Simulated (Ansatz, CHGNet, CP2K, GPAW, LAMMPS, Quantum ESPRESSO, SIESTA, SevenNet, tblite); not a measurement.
# GPAW runs on liquid Si0.5Ge0.5 at 2500 K (104 atoms), part 2 of 2

Aim: run liquid Si0.5Ge0.5 at 2500 K (104 atoms) in GPAW and see how near its forces come to a plane-wave reference, and at what cost.

Program: GPAW 26.7.0; the method stands at each step. Banners, paths, timers and routine set-up lines are dropped from the logs unmarked, and long logs keep their key lines alone; longer cuts are marked.

So far. Step 3 (PBE, plane waves 350 eV): The run ends at a pressure of 1.54 GPa, with forces up to 4.9 eV/Å. Step 4 (PBE, LCAO szp(dzp), h 0.2 Å): Against the first run (11 %), the force difference from the reference is 25 %, at 0.74 times the CPU time, with 936 basis functions against 1352: the smaller basis costs accuracy.

### 5. PBE, LCAO sz(dzp), h 0.2 Å

Method: Kohn-Sham DFT, PBE, PAW, atomic orbitals (sz(dzp)).

Input file run.py:

```python
import numpy as np
from ase.io import read
from gpaw import GPAW, FermiDirac

atoms = read("structure.xyz")
atoms.calc = GPAW(
    mode="lcao",
    basis="sz(dzp)",
    h=0.2,
    xc="PBE",
    kpts={"size": (1, 1, 1), "gamma": True},
    occupations=FermiDirac(0.05),
    maxiter=200,
    symmetry={"point_group": False},
    txt="gpaw.txt",
)
energy = atoms.get_potential_energy(force_consistent=True)
forces = atoms.get_forces()
print(f"energy {energy:.6f} eV")
print("forces (eV/A)")
for i, (a, f) in enumerate(zip(atoms, forces)):
    print(f"{i:4d} {a.symbol:2s} {f[0]:10.5f} {f[1]:10.5f} {f[2]:10.5f}")
print(f"Fermi level {atoms.calc.get_fermi_level():.4f} eV")
for k in range(len(atoms.calc.get_ibz_k_points())):
    for s in range(atoms.calc.get_number_of_spins()):
        e = atoms.calc.get_eigenvalues(kpt=k, spin=s)
        n = np.searchsorted(e, atoms.calc.get_fermi_level())
        print(f"k {k} spin {s} levels about the Fermi level:", np.round(e[max(n - 6, 0):n], 4).tolist(), "|", np.round(e[n:n + 6], 4).tolist())
```

Input file structure.xyz:

```xyz
104
Lattice="13.17580 0.00000 0.00000 0.00000 13.17580 0.00000 0.00000 0.00000 13.17580" Properties=species:S:1:pos:R:3 pbc="T T T"
[... 104 atom lines left out: the same atoms as in the first run ...]
```

Run with:

```console
OMP_NUM_THREADS=1 python run.py > output.txt
```

The log of the run:

```text
energy -390.632719 eV
forces (eV/A)
   0 Si    0.65315   -3.05450   -1.64890
   1 Si   -2.46064    1.33962    0.77755
   2 Si    0.59424   -1.23734   -0.11313
   3 Si   -0.01852   -1.85769    1.02191
   4 Si   -2.23518    0.45403    1.80088
   5 Si    0.25806   -0.20278    0.20016
   6 Si   -0.10267   -0.42656    1.13035
   7 Si   -0.38860   -0.88002    0.52916
   8 Si    2.29483    1.75262   -0.81172
   9 Si    0.34799    0.43698    0.66182
  10 Si    0.44841    1.49693    0.20265
  11 Si    1.26940    1.86681    1.08227
  12 Si   -0.22775    0.14396    1.50323
  13 Si   -1.55974   -0.82978    0.51415
  14 Si    0.10887    1.14899   -0.31056
  15 Si    1.51834    1.94968   -0.76502
  16 Si   -0.40189    1.44815    1.66566
  17 Si   -0.13026   -1.80284   -1.87856
  18 Si    2.88019    5.30250   -0.38756
  19 Si    0.02044    0.72922    1.12214
  20 Si   -0.50454    2.00711   -2.43150
  21 Si   -2.25335   -1.11775    0.28616
  22 Si    3.26211    2.12552    0.48142
  23 Si    0.13184   -1.04277    0.94426
[...]
96 Ge    0.00762   -0.68965    0.99227
  97 Ge    0.05360    0.69215   -2.25894
  98 Ge   -3.30625    0.38870    0.18197
  99 Ge   -0.65346    2.08409   -1.71096
 100 Ge    0.37410    0.36580   -2.43113
 101 Ge   -1.81398    2.40613   -0.50927
 102 Ge   -1.91297   -3.03516    0.43660
 103 Ge    0.72900   -1.11313    3.29978
Fermi level 5.5100 eV
k 0 spin 0 levels about the Fermi level: [5.2495, 5.3134, 5.3307, 5.373, 5.441, 5.491] | [5.5268, 5.5778, 5.6434, 5.6876, 5.7905, 5.8064]
```

gpaw.txt:

```text
Input parameters:
  mode=LCAO(),
  basis={'default': 'sz(dzp)'},
  h=0.2,
  kpts=MonkhorstPack(size=(1, 1, 1), gamma=True),
  maxiter=200,
  occupations=Occupations(name='fermi-dirac', width=0.05, fixmagmom=False),
  symmetry=Symmetry(point_group=False),
  xc=XC(name='PBE')
Unit cell  # Å
| periodic |         x |         y |         z |   lengths |    angles |
[... lines left out ...]
  Fermi-Dirac:
[... lines left out ...]
convergence criteria:
- Maximum [total energy] change in last 3 cyles: 0.0005 eV / valence electron
[... lines left out ...]
Converged in 18 steps
[... lines left out ...]
  Free energy:    -390.632719
  Extrapolated:   -390.467197
dipole moment: (7.314393, -81.746476, -51.590233)  # |e|*Ang
Fermi level: 5.510
Eigenvalues  # (at kpt = [0.000, 0.000, 0.000])
| band index |      eig [eV] | occ [0-2] |
|------------|---------------|-----------|
|          0 |        -7.746 |     2.000 |
|        ... |               |           |
|        200 |         5.145 |     1.999 |
|        201 |         5.220 |     1.994 |
[...]
|        215 |         5.866 |     0.002 |
|        ... |               |           |
|        253 |         7.801 |     0.000 |
Gap: 0.036 eV
Transition (v -> c):
  (s=0, k=0, n=207, [0.00, 0.00, 0.00]) -> (s=0, k=0, n=208, [0.00, 0.00, 0.00])
No difference between direct/indirect transitions
Force computation time: 7.752  # s
timing:  # [seconds]
  Total:  100.038  # ━━━━━━━━━━━━━━━━━━━━━━━━━━━━━━━━━━━━━━━━━━━━━━━━━━━━━━━━
  Init:     9.644  # ━━━━━╸
  SCF:     82.605  # ━━━━━━━━━━━━━━━━━━━━━━━━━━━━━━━━━━━━━━━━━━━━━━
  Forces:   7.752  # ━━━━╸
```

The job ended after 1.7 min (1 thread of Arm Neoverse V2, shared host; peak memory 1.6 GiB).

Numbers from this run, and their distance from the reference:

```yaml
r_m_s_force_component: 1.445 eV/Å
r_m_s_difference_of_force_components: 551.9 meV/Å
longest_difference_of_force_vectors: 2081 meV/Å
force_difference_over_r_m_s_force: 56.08 %
slope_of_forces_against_the_reference_s: 1.42
correlation_of_force_components: 0.9675
```

This is a coarse setting, run to see what it loses.

Against the first run (11 %), the force difference from the reference is 56 %, at 0.25 times the CPU time, with 416 basis functions against 1352: the smaller basis costs accuracy.

### 6. A run with a doubtful setting

Edit run.py of step 5 so:

```diff
@@ -7,8 +7,8 @@
     mode="lcao",
-    basis="sz(dzp)",
+    basis="dzp",
     h=0.2,
-    xc="PBE",
+    xc="PBE96",
     kpts={"size": (1, 1, 1), "gamma": True},
     occupations=FermiDirac(0.05),
-    maxiter=200,
+    maxiter=60,
     symmetry={"point_group": False},
```

structure.xyz is that of step 5.

The log of the run:

```text
ValueError: not enough values to unpack (expected 2, got 1)
NameError: Unknown functional: PBE96.
```

gpaw.txt:

```text
Input parameters:
  mode=LCAO(),
  basis={'default': 'dzp'},
  h=0.2,
  kpts=MonkhorstPack(size=(1, 1, 1), gamma=True),
  maxiter=60,
  occupations=Occupations(name='fermi-dirac', width=0.05, fixmagmom=False),
  symmetry=Symmetry(point_group=False),
  xc=XC(name='PBE96')
timing:  # [seconds]
  Total: 0.031  # ━━━━━━━━━━━━━━━━━━━━━━━━━━━━━━━━━━━━━━━━━━━━━━━━━━━━━━━━━━━
  Init:  0.008  # ━━━━━━━━━━━━━━╸
```

Elapsed: 1.2 s, on 1 thread; peak memory 0.15 GiB.

The program stopped at the start. The fault in the input: an unknown functional (functional PBE96).

### 7. Side by side

Differences are against the plane-wave reference, forces as r.m.s. over components; share is that over the reference's r.m.s. force, slope the least-squares factor from reference forces to these. Total energies of different programs have different zeros and aren't compared.

```csv
run,"Δ force, r.m.s. (meV/Å)",share (%),slope,Δ pressure (GPa),cores,CPU time,memory (GiB)
reference,-,-,-,-,8,3.8 min,3.5
"GPAW PBE, LCAO dzp, h 0.2 Å",111,11.2,1.098,-,1,6.7 min,2.1
"GPAW PBE, plane waves 350 eV",40.1,4.08,1.034,0.301,4,18 min,2.6
"GPAW PBE, LCAO szp(dzp), h 0.2 Å (coarse)",243,24.7,1.200,-,1,4.9 min,2.0
"GPAW PBE, LCAO sz(dzp), h 0.2 Å (coarse)",552,56.1,1.420,-,1,1.7 min,1.6
```

Rows marked coarse were listed beforehand as settings not expected to be converged; some can still land near the reference.

CPU time is summed over cores on a shared host, where runs went side by side, so it is rough. Symmetry, cutoffs, thresholds, outputs and thread counts weren't matched or tuned between programs; memory under MPI is the largest rank's times the ranks.

### 8. Summary of results

| Item | Value |
| --- | --- |
| nearest in forces | GPAW PBE, plane waves 350 eV, 4.1 % |
| its CPU time | 18 min |

**Reading.** PBE on plane waves or a grid with other potentials, cutoffs or grids, coarse settings apart, differs from the reference by 4.1 % (GPAW PBE, plane waves 350 eV) of the r.m.s. force; this holds the reference's own error, so differences of a few per cent don't tell which side is nearer the exact PBE result. The PBE run in local orbitals, coarse settings apart, differs by 11 % (GPAW PBE, LCAO dzp, h 0.2 Å); basis, grid and potentials can all enter. Runs with settings chosen to be coarse differ by 25 % (GPAW PBE, LCAO szp(dzp), h 0.2 Å) to 56 % (GPAW PBE, LCAO sz(dzp), h 0.2 Å), their programs' other errors included. One electronic-structure run takes under half the reference's CPU time: GPAW PBE, LCAO sz(dzp), h 0.2 Å, at 56 % in 1.7 min against 3.8 min. GPAW PBE, LCAO sz(dzp), h 0.2 Å stiffens the forces by a factor of 1.42 while following their directions (correlation 0.967); the slopes of the 4 GPAW runs lie between 1.03 and 1.42. The potentials hold different valence shells: 936 electrons in the reference, 416 in GPAW; this bears on time and differences. GPAW's setups keep the filled d shell of Ge in the core. The frame stands for 2500 K, but pressures are static and levels are smeared at 580 K, under the temperature of the frame, which matters where levels are partly filled. The network of bonds at the start is that of the classical potential that made the cell, and needn't be the one that DFT or experiment would give. The electronic-structure runs sample only Γ, in a cell whose shortest periodic width is 13 Å, which is coarse for a cell with partly filled levels.

[Also dropped from logs without a mark: logging warnings of Python, and SIESTA's first energy breakdown and zero terms.]

[Logs are printed without paths, hosts, clocks, repeated set-up lines and the standing remarks that a program may print on its own settings, such as how far it seeks lower states.]

[Hosts, paths, dates, database ids (printed as entryN), source tags and the programs' standing remarks are cut or masked in the printed files.]
